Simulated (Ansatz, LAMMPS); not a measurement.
# Structural relaxation of amorphous 61SiO2-39Al2O3 (mol %) (106 atoms), part 3 of 4

Wanted: the relaxed structure of amorphous 61SiO2-39Al2O3 (mol %) (106 atoms) and its electronic structure.

Ansatz 0.2.0; Kohn-Sham DFT, PBE, PAW (set soft_2), plane waves.

The cell: 17 Si, 22 Al and 67 O. The quench rate of 50 K/ps is orders of magnitude faster than experiment. The network of bonds at the start is that of the classical potential that made the cell. Only the Γ point is sampled in the main run, in a cell whose shortest periodic width is 11 Å.

So far. Step 4 (Cell and atoms relaxed): The relaxation changed the energy by -42.0 meV/atom, and atoms moved by 0.17 Å r.m.s., 0.54 Å at most.

**6. Single point at the relaxed geometry**

One more single point at the end of the walk gives the fuller output and checks the residual forces.

Contents of input.yaml:

```yaml
crystal:
  lattice:
    - [10.73458, 0.18074, 0.1436]
    - [0.18074, 11.28646, -0.19491]
    - [0.1436, -0.19491, 11.13017]
  atoms:
    - { symbol: Si, position: [0.27341, 0.45107, 0.50947] }
    - { symbol: Si, position: [0.93917, 0.67494, 0.20753] }
    - { symbol: Si, position: [0.4214, 0.7437, 0.38135] }
    - { symbol: Si, position: [0.5687, 0.19168, 0.58794] }
    - { symbol: Si, position: [0.58428, 0.58024, 0.97215] }
    - { symbol: Si, position: [0.29435, 0.58317, 0.0376] }
    - { symbol: Si, position: [0.97592, 0.02073, 0.28106] }
    - { symbol: Si, position: [0.72481, 0.31973, 0.22709] }
    - { symbol: Si, position: [0.89107, 0.45105, 0.76953] }
    - { symbol: Si, position: [0.50968, 0.7052, 0.65216] }
    - { symbol: Si, position: [0.25354, 0.70078, 0.80776] }
    - { symbol: Si, position: [0.29382, 0.1877, 0.47251] }
    - { symbol: Si, position: [0.13527, 0.67569, 0.42535] }
    - { symbol: Si, position: [0.53535, 0.93533, 0.22363] }
    - { symbol: Si, position: [0.66329, 0.45982, 0.6014] }
    - { symbol: Si, position: [0.28614, 0.18935, 0.93392] }
    - { symbol: Si, position: [0.72625, 0.01668, 0.42551] }
    - { symbol: Al, position: [0.2062, 0.02693, 0.69975] }
    - { symbol: Al, position: [0.65295, 0.68925, 0.20817] }
    - { symbol: Al, position: [0.995, 0.28602, 0.35216] }
    - { symbol: Al, position: [0.16989, 0.34304, 0.11653] }
    - { symbol: Al, position: [0.02618, 0.79517, 0.66496] }
    - { symbol: Al, position: [0.05535, 0.24898, 0.63375] }
    - { symbol: Al, position: [0.96753, 0.2508, 0.90647] }
    - { symbol: Al, position: [0.54238, 0.48956, 0.3678] }
    - { symbol: Al, position: [0.70157, 0.33939, 0.95376] }
    - { symbol: Al, position: [0.74922, 0.88346, 0.66302] }
    - { symbol: Al, position: [0.54696, 0.08283, 0.99247] }
    - { symbol: Al, position: [0.18749, 0.93543, 0.95574] }
    - { symbol: Al, position: [0.93515, 0.40878, 0.15185] }
    - { symbol: Al, position: [0.20013, 0.43629, 0.7924] }
    - { symbol: Al, position: [0.63931, 0.85359, 0.98046] }
    - { symbol: Al, position: [0.15319, 0.81146, 0.19359] }
    - { symbol: Al, position: [0.80559, 0.7022, 0.84457] }
    - { symbol: Al, position: [0.94683, 0.02645, 0.81457] }
    - { symbol: Al, position: [0.92426, 0.88431, 0.04098] }
    - { symbol: Al, position: [0.78059, 0.10865, 0.07788] }
    - { symbol: Al, position: [0.49319, 0.96777, 0.74338] }
    - { symbol: Al, position: [0.28533, 0.07258, 0.19338] }
    - { symbol: O, position: [0.98281, 0.28, 0.50619] }
    - { symbol: O, position: [0.73418, 0.17861, 0.21648] }
    - { symbol: O, position: [0.59448, 0.58348, 0.66301] }
    - { symbol: O, position: [0.64277, 0.97876, 0.30964] }
    - { symbol: O, position: [0.58759, 0.82642, 0.69601] }
    - { symbol: O, position: [0.2461, 0.19615, 0.08557] }
    - { symbol: O, position: [0.67223, 0.14386, 0.48513] }
    - { symbol: O, position: [0.03162, 0.33542, 0.02506] }
    - { symbol: O, position: [0.80597, 0.45751, 0.65334] }
    - { symbol: O, position: [0.40207, 0.4877, 0.44669] }
    - { symbol: O, position: [0.27085, 0.72481, 0.37118] }
    - { symbol: O, position: [0.72321, 0.90859, 0.51547] }
    - { symbol: O, position: [0.80206, 0.7183, 0.25934] }
    - { symbol: O, position: [0.80684, 0.81361, 0.96259] }
    - { symbol: O, position: [0.03657, 0.15002, 0.2735] }
    - { symbol: O, position: [0.21665, 0.07027, 0.874] }
    - { symbol: O, position: [0.23536, 0.57082, 0.88873] }
    - { symbol: O, position: [0.21768, 0.94762, 0.11248] }
    - { symbol: O, position: [0.19746, 0.1503, 0.59382] }
    - { symbol: O, position: [0.78179, 0.36546, 0.09205] }
    - { symbol: O, position: [0.87184, 0.03025, 0.38909] }
    - { symbol: O, position: [0.46531, 0.73912, 0.51828] }
    - { symbol: O, position: [0.58141, 0.81543, 0.13527] }
    - { symbol: O, position: [0.43088, 0.16802, 0.92533] }
    - { symbol: O, position: [0.93916, 0.55684, 0.12709] }
    - { symbol: O, position: [0.38397, 0.68383, 0.73138] }
    - { symbol: O, position: [0.65857, 0.5826, 0.09573] }
    - { symbol: O, position: [0.67362, 0.99361, 0.0573] }
    - { symbol: O, position: [0.6584, 0.19766, 0.98694] }
    - { symbol: O, position: [0.43531, 0.86937, 0.31461] }
    - { symbol: O, position: [0.45199, 0.03658, 0.15045] }
    - { symbol: O, position: [0.08031, 0.91624, 0.29858] }
    - { symbol: O, position: [0.00396, 0.77528, 0.11899] }
    - { symbol: O, position: [0.89748, 0.1243, 0.95781] }
    - { symbol: O, position: [0.05603, 0.6714, 0.30119] }
    - { symbol: O, position: [0.27341, 0.45361, 0.08775] }
    - { symbol: O, position: [0.24011, 0.69279, 0.11944] }
    - { symbol: O, position: [0.60926, 0.45402, 0.902] }
    - { symbol: O, position: [0.56145, 0.09756, 0.69364] }
    [... 22 atom lines left out ...]
    - { symbol: O, position: [0.52532, 0.64556, 0.3099] }
    - { symbol: O, position: [0.89079, 0.57077, 0.85001] }
    - { symbol: O, position: [0.02631, 0.92824, 0.92731] }
    - { symbol: O, position: [0.52926, 0.9456, 0.89835] }
    - { symbol: O, position: [0.27653, 0.44021, 0.65484] }
    - { symbol: O, position: [0.66865, 0.48494, 0.46118] }
kpoints:
  mp_grid: { grid: [1, 1, 1] }
hamiltonian:
  xc: pbe
scf:
  occupations: { method: fermi_dirac, width: 0.025 }
output:
  forces: true
  stress: true
  populations: true
  dos:
    method: { smearing: { sigma: 0.08 } }
    de: 0.05
    projected: { site_lists: { Al: [Al], O: [O], Si: [Si] } }
  eigenvalues: true
  write_density: true
  write_potential: true
  volumetric_format: npy
```

The run is started by

```bash
ansatz run input.yaml --threads 4 --pin off --max-ram 8192MiB --backend cpu --events-out ev --progress --plain --runs-dir out
```

Numbers of over 12 decimals in the logs are rounded to 6 here.

Output:

```text
[...]
Crystal: 106 atoms, lattice volume = 1347.466 Å³
Basis set: ecut = 420 eV, 26311 PW (Γ), exchange–correlation on 144×160×150 points (8 copies of the dense FFT grid, shifted against one another)
Bands: 374, of which v1, the nominal top of the filled ones, is band 268 counted from 1 (267 counted from 0)
Symmetry: 1 space group operations
[...]
k-points: 1
[...]
SCF iter   1: F=—  HF=-60777.488709 eV  |F-HF|=—  |Δ(HF+E_count)|=         —  Δρ=2.17e-3  dr2=1.06e-1  ethr=1.77e-3  ⟨swp⟩=7.0  Hψ=1852  notcnv=0  defer=46
[...]
SCF iter   9: F=-60777.457616 eV  HF=-60777.457616 eV  |F-HF|=5.03e-9  |Δ(HF+E_count)|=   1.90e-8  Δρ=1.60e-6  dr2=2.91e-8  ethr=1.87e-11  ⟨swp⟩=17.0  Hψ=3450  notcnv=0
SCF 1 converged in 9 iterations: F = -60777.457616 eV  dr2 = 2.91e-8
[...]
SCF converged after 9 iterations
Free energy (F): -60777.457616 eV
[...]
Internal energy: -60777.457616 eV  (E = F + TS)
E sigma→0 (E₀):  -60777.457616 eV
Fermi energy:    5.390240 eV
[...]
--- Forces (eV/Å), atoms counted from 1 ---
  atom   1  Si     0.00344920     0.01452183     0.01187877
  atom   2  Si    -0.00150283    -0.01744333    -0.00909103
  atom   3  Si     0.00650706    -0.01367722     0.00754242
  atom   4  Si     0.00223785     0.01488896     0.00670763
  atom   5  Si     0.01750294    -0.00331478    -0.00552321
  atom   6  Si     0.00217784    -0.01032107    -0.00127128
  atom   7  Si    -0.00398378    -0.00781474    -0.00315159
  atom   8  Si    -0.00203634    -0.00004906     0.00301392
  atom   9  Si    -0.00046128    -0.00851238     0.01232575
  atom  10  Si     0.00147728     0.00021458    -0.00310736
  atom  11  Si     0.00541281     0.00758921    -0.00300466
  atom  12  Si    -0.00476497    -0.00134772     0.00669953
  atom  13  Si    -0.01652126    -0.01128079     0.00546567
  atom  14  Si     0.00000982    -0.00026115    -0.00162066
[...]
atom 105  O      0.00142223     0.00477192    -0.00786643
  atom 106  O     -0.00672203     0.00556816    -0.00573780
  max |Σ_I F_I| component: 7.05e-5 eV/Å
--- Stress (GPa, compression-positive) ---
       -0.003426      -0.001359       0.006695
       -0.001360      -0.005052      -0.004869
        0.006702      -0.004873       0.003714
  P = ⅓ Tr σ = -0.0016 GPa (-0.016 kbar)
--- Band table (eV) ---
[...]
--- Löwdin populations: 106 sites ---
  site symbol       q [e]
     0     Si      2.2462
     1     Si      2.2422
     2     Si      2.2262
[...]
105      O      6.8364
  spilling = 0.010946 (of n_electrons = 536.000000)
```

Wall time 24 s (4 threads of Arm Neoverse V2, shared host); peak memory 1.7 GiB; 89 s of CPU time.

The run gave:

```yaml
free_energy: -60777.4576 eV
free_energy_per_atom: -573.3722 eV/atom
scf_cycles: 9
pressure: -0.001588 GPa
r_m_s_force_component: 0.00558 eV/Å
longest_force: 0.03254 eV/Å
fermi_energy: 5.39 eV
spacing_of_highest_filled_and_lowest_empty_level: 3.788 eV
spilling_of_the_projection: 0.01095
```

Löwdin charges by element and coordination (they lack the spilled electrons, 0.055 e an atom on average):

```
element  coordination  atoms  mean charge (e)  spread   least    most
     Al           all     22             1.38   0.025    1.33    1.42
     Al             4     16             1.39  0.0191    1.35    1.42
     Al             5      6             1.35  0.0164    1.33    1.37
      O           all     67           -0.809  0.0314  -0.884  -0.755
      O             2     39           -0.807  0.0309  -0.884  -0.758
      O             3     28           -0.813  0.0318  -0.862  -0.755
     Si           all     17             1.75  0.0185    1.71    1.78
```

Density of states as counts of states in windows of 1 eV (from the Fermi level), total and the larger projections:

```
from (eV)  to (eV)  total   O p  Al p  Si p
      -14      -12    0.0   0.0   0.0   0.0
      -12      -11    2.4   1.5   0.0   0.1
      -11      -10   11.7   7.8   0.1   0.5
      -10       -9   12.7   8.9   0.3   0.7
       -9       -8   30.3  22.5   1.0   2.4
       -8       -7   41.6  32.2   2.1   3.9
       -7       -6   49.9  40.4   3.8   2.9
       -6       -5   54.3  46.6   3.1   2.0
       -5       -4   70.0  63.7   2.1   1.7
       -4       -3   75.4  71.1   1.2   1.1
       -3       -2   51.8  49.6   0.8   0.4
       -2       -1    2.0   1.9   0.0   0.0
       -1        1    0.0   0.0   0.0   0.0
        1        2    1.9   0.1   0.1   0.0
        2        3    0.1   0.0   0.0   0.0
        3        4    9.1   1.2   2.1   0.7
        4        5   18.3   2.3   5.9   1.8
```

Between -22 and -14 eV lie 134 more states.

The levels nearest the highest filled one (over half full), pooled over k-points and spins:

```
level less the highest filled one (eV)  occupation
                                -0.448           2
                                -0.414           2
                                -0.377           2
                                -0.293           2
                                -0.213           2
                                     0           2
                                  3.79           0
                                  5.18           0
                                  5.33           0
                                  5.61           0
                                  5.72           0
                                  5.88           0
```

Electrostatic potential energy in the bc plane at fractional x = 0.277, with atoms of Si and Al and O within 0.2 Å of it. With pseudopotentials it is smooth inside the atoms' cores, unlike the true potential.

Ten even steps from '_' (-47 eV) to '@' (10 eV), each cell a mean:
```
%%@@%%%%==..__..++%%@@@@@@@@@@@@%%**++++##%%@@@@@@%%%%%%%%####%%
%%@@%%##--______==##%%@@@@@@@@@@%%##++**%%%%@@@@##--::==%%####%%
@@%%**##++::..--**====##@@@@@@@@%%==::==####**##==..__--%%%%%%%%
@@%%##%%%%####%%##++++%%%%####%%%%##**##**--__..++++++%%@@@@@@@@
@@@@@@@@@@@@@@@@@@@@@@%%##****##%%@@@@%%++______--##@@@@@@@@@@@@
%%%%%%%%@@@@@@@@@@@@@@@@%%##**##%%@@@@%%**--..::**%%@@@@@@@@@@%%
****##%%@@@@@@@@@@@@@@@@%%##**##@@@@@@@@%%%%##%%%%@@@@@@@@@@%%##
****##%%@@@@@@@@@@@@@@@@##::..--%%@@@@@@@@@@@@@@@@@@@@@@@@@@%%##
%%%%%%@@@@@@@@@@@@@@@@@@##..__--%%@@@@@@@@@@@@@@@@@@@@@@@@@@@@%%
@@@@@@@@@@@@@@@@@@@@@@@@%%**==**%%@@@@@@@@@@@@@@@@@@@@@@@@@@@@@@
@@@@@@%%%%##**##%%@@@@%%##--..::++%%@@@@@@@@@@@@@@@@@@@@@@@@@@@@
@@@@@@%%++....::**%%%%%%++______::##@@@@@@@@@@@@@@@@@@@@@@@@@@@@
@@@@@@##--______++==--==**::__..++%%@@@@@@@@@@@@@@@@@@@@@@@@@@@@
@@@@@@##++::..--**++--++%%##**##%%@@@@@@@@@@##++##@@@@@@@@@@@@@@
@@@@**----++##%%%%@@%%@@@@@@@@@@@@@@@@@@@@##::__::##@@@@@@@@@@@@
@@%%--__..++@@@@@@@@@@@@@@@@@@@@@@@@@@@@@@##--..--%%@@@@@@@@@@@@
@@%%**--==%%@@@@@@@@@@@@@@@@@@@@@@@@@@@@@@@@%%##%%@@@@@@@@@@@@@@
%%******##%%@@@@@@@@@@@@@@@@@@@@@@@@@@@@@@@@@@@@@@@@@@@@@@@@@@@@
****##****##@@@@@@@@@@@@@@@@@@@@@@@@@@@@@@@@@@@@@@@@@@@@@@@@@@%%
****####++##%%@@@@@@@@@@@@@@@@@@@@@@@@@@@@@@%%@@@@@@@@@@@@@@@@%%
##******####**##@@%%%%%%%%##++++%%@@%%%%%%==--++@@@@@@@@@@%%####
%%%%%%%%##--..--%%%%%%%%%%--__..==**----++==--**@@@@@@@@@@%%##%%
@@@@@@@@%%==--==%%@@@@@@%%++::--++::____::**%%@@@@@@@@@@@@@@@@@@
@@@@@@%%%%**++**%%%%@@@@@@@@%%%%**::____--##@@@@@@@@@@@@@@%%%%%%
```
Columns run along b (11.3 Å; values clipped at the 3rd and 97th percentile), rows up along c (11.1 Å). Atoms in or near the plane, at fractional coordinates: Si at (0.45, 0.51), Si at (0.58, 0.04), Si at (0.19, 0.47), Si at (0.19, 0.93), Al at (0.07, 0.19), O at (0.72, 0.37), O at (0.45, 0.09), O at (0.11, 0.35), O at (0.81, 0.90), O at (0.44, 0.65).

Valence density in the bc plane at fractional x = 0.277, with atoms of Si and Al and O within 0.2 Å of it. It is the smooth field of the valence electrons, not physical close to the nuclei.

Values in e/Å³, 13 rows by 16 columns, each cell a mean:
```
0.2 0.4 0.3 0.2 0.5 0.3 0.1 0.1 0.5 1.0 0.3 0.2 1.4 1.9 0.3 0.1
0.6 1.1 0.4 0.4 1.7 1.5 0.2 0.1 1.2 2.3 0.6 0.4 3.0 3.6 0.4 0.1
0.3 0.3 0.1 0.1 0.4 0.4 0.2 0.1 0.2 0.4 0.3 0.2 0.4 0.3 0.1 0.1
0.4 0.1 0.0 0.0 0.0 0.1 0.8 1.4 0.2 0.1 0.2 0.3 0.1 0.0 0.3 0.7
0.3 0.2 0.3 0.1 0.0 0.2 2.8 4.7 0.6 0.0 0.0 0.0 0.0 0.0 0.2 0.6
0.1 0.2 0.5 0.3 0.1 0.2 0.6 0.8 0.2 0.0 0.0 0.0 0.0 0.0 0.0 0.1
0.0 0.1 0.3 0.3 1.0 1.6 0.6 0.2 0.3 0.1 0.1 0.1 0.1 0.0 0.0 0.0
0.1 1.2 1.3 0.4 1.1 1.7 0.4 0.2 0.1 0.1 0.4 2.9 1.5 0.1 0.0 0.0
0.4 4.0 3.2 0.3 0.1 0.1 0.0 0.0 0.0 0.0 0.5 3.6 1.7 0.1 0.0 0.0
0.2 0.6 0.4 0.1 0.0 0.0 0.0 0.0 0.0 0.0 0.1 0.2 0.1 0.0 0.0 0.0
0.2 0.1 0.2 0.3 0.1 0.0 0.2 0.4 0.1 0.1 0.5 0.8 0.2 0.1 0.2 0.4
0.3 0.2 1.5 3.0 0.5 0.2 1.6 4.9 1.2 0.3 1.7 2.6 0.4 0.1 0.6 1.1
0.1 0.1 0.9 1.6 0.3 0.1 0.8 2.1 0.7 0.2 0.5 0.4 0.1 0.1 0.2 0.3
```
Columns run along b (11.3 Å), rows up along c (11.1 Å). Atoms in or near the plane, at fractional coordinates: Si at (0.45, 0.51), Si at (0.58, 0.04), Si at (0.19, 0.47), Si at (0.19, 0.93), Al at (0.07, 0.19), O at (0.72, 0.37), O at (0.45, 0.09), O at (0.11, 0.35), O at (0.81, 0.90), O at (0.44, 0.65).

Mean Löwdin charges: Al +1.38, O -0.81, Si +1.75 e (they miss 1.1 % of the electrons, so they add up to more than the cell's charge).

A closer look about O43, picked at random: 11 atoms, nearest first, numbered in the order of the input, with positions taken from that point.

```
atom      x      y      z  distance (Å)  bonds  Löwdin charge (e)
 O43   0.00   0.00   0.00          0.00      2              -0.77
Si14  -1.17  -0.49  -0.96          1.60      4               1.74
Si17   0.92   0.42   1.29          1.64      4               1.78
 O69  -2.25  -1.27   0.05          2.58      2              -0.77
 O51   0.88  -0.82   2.32          2.61      2              -0.83
 O46   0.37   1.83   1.93          2.69      2              -0.78
 O60   2.48   0.61   0.91          2.71      2              -0.78
 O41   1.00   2.29  -1.06          2.72      2              -0.81
 O62  -0.71  -1.82  -1.92          2.74      3              -0.79
 O70  -2.06   0.65  -1.81          2.82      3              -0.77
 O67   0.30   0.22  -2.81          2.83      3              -0.86
```

The column of bonds counts only the pairs O-Al within 2.43 Å, O-Si within 2.12 Å; other neighbours, such as metal atoms beside each other in a compound, aren't counted, and periodic images can show an atom twice.

**7. K-mesh 2×2×2**

A denser mesh tests the sampling of the Brillouin zone.

input.yaml: that of step 6 with these lines changed.

```diff
@@ -8,3 +8,3 @@
 kpoints:
-  mp_grid: { grid: [1, 1, 1] }
+  mp_grid: { grid: [2, 2, 2] }
 hamiltonian:
@@ -22,4 +22 @@
   eigenvalues: true
-  write_density: true
-  write_potential: true
-  volumetric_format: npy
```

Output:

```text
[...]
Crystal: 106 atoms, lattice volume = 1347.466 Å³
Basis set: ecut = 420 eV, 26311 PW (Γ), exchange–correlation on 144×160×150 points (8 copies of the dense FFT grid, shifted against one another)
Bands: 374, of which v1, the nominal top of the filled ones, is band 268 counted from 1 (267 counted from 0)
Symmetry: 1 space group operations
[...]
k-points: 8
[...]
SCF iter   1: F=—  HF=-60777.583385 eV  |F-HF|=—  |Δ(HF+E_count)|=         —  Δρ=2.16e-3  dr2=1.05e-1  ethr=1.77e-3  ⟨swp⟩=6.5  Hψ=13918  notcnv=0  defer=366
[...]
SCF iter   8: F=—  HF=-60777.566694 eV  |F-HF|=—  |Δ(HF+E_count)|=   1.50e-6  Δρ=7.09e-6  dr2=5.26e-7  ethr=2.99e-10  ⟨swp⟩=2.0  Hψ=4093  notcnv=0  defer=806
SCF iter   9: F=-60777.566694 eV  HF=-60777.566694 eV  |F-HF|=1.59e-8  |Δ(HF+E_count)|=   3.87e-8  Δρ=1.61e-6  dr2=3.32e-8  ethr=1.87e-11  ⟨swp⟩=12.6  Hψ=18300  notcnv=0
SCF 1 converged in 9 iterations: F = -60777.566694 eV  dr2 = 3.32e-8
[...]
SCF converged after 9 iterations
Free energy (F): -60777.566694 eV
[...]
Internal energy: -60777.566694 eV  (E = F + TS)
E sigma→0 (E₀):  -60777.566694 eV
Fermi energy:    5.407522 eV
[...]
Σ components = -60777.566694   (vs F -60777.566694, Δ=0.00e0)
--- Forces (eV/Å), atoms counted from 1 ---
  atom   1  Si     0.00303991     0.01588570     0.01338742
  atom   2  Si    -0.00464892    -0.01961930    -0.01042183
  atom   3  Si     0.00770245    -0.01263202     0.00663351
  atom   4  Si    -0.00084887     0.01672495    -0.00424717
[...]
atom 106  O     -0.00478849     0.00644359    -0.01000618
  max |Σ_I F_I| component: 7.17e-5 eV/Å
--- Stress (GPa, compression-positive) ---
        0.008294      -0.000309       0.006436
       -0.000310      -0.010155      -0.003227
        0.006443      -0.003231       0.022206
  P = ⅓ Tr σ = 0.0068 GPa (0.068 kbar)
--- Band table (eV; the first three rows and the last of 8) ---
[...]
--- Löwdin populations: 106 sites ---
  site symbol       q [e]
     0     Si      2.2463
     1     Si      2.2423
     2     Si      2.2264
[...]
105      O      6.8363
  spilling = 0.010943 (of n_electrons = 536.000000)
```

Elapsed: 3.1 min, on 4 threads; peak memory 6.4 GiB.

The program notes that it cut back its work space to fit the memory limit.

Geometry and reference: those of the single point at the relaxed geometry.

Forces differ from those of the single point at the relaxed geometry by 3.3 meV/Å r.m.s.; the energy by -1.0 meV/atom. It took 3.1 min and 9 cycles; the reference's time can't be set against it, since the two runs asked for unlike analyses.

[end of part 3 of 4]

[Logs are printed without paths, hosts, clocks, repeated set-up lines and the standing remarks that a program may print on its own settings, such as how far it seeks lower states.]

[Hosts, paths, dates, database ids (printed as entryN), source tags and the programs' standing remarks are cut or masked in the printed files.]
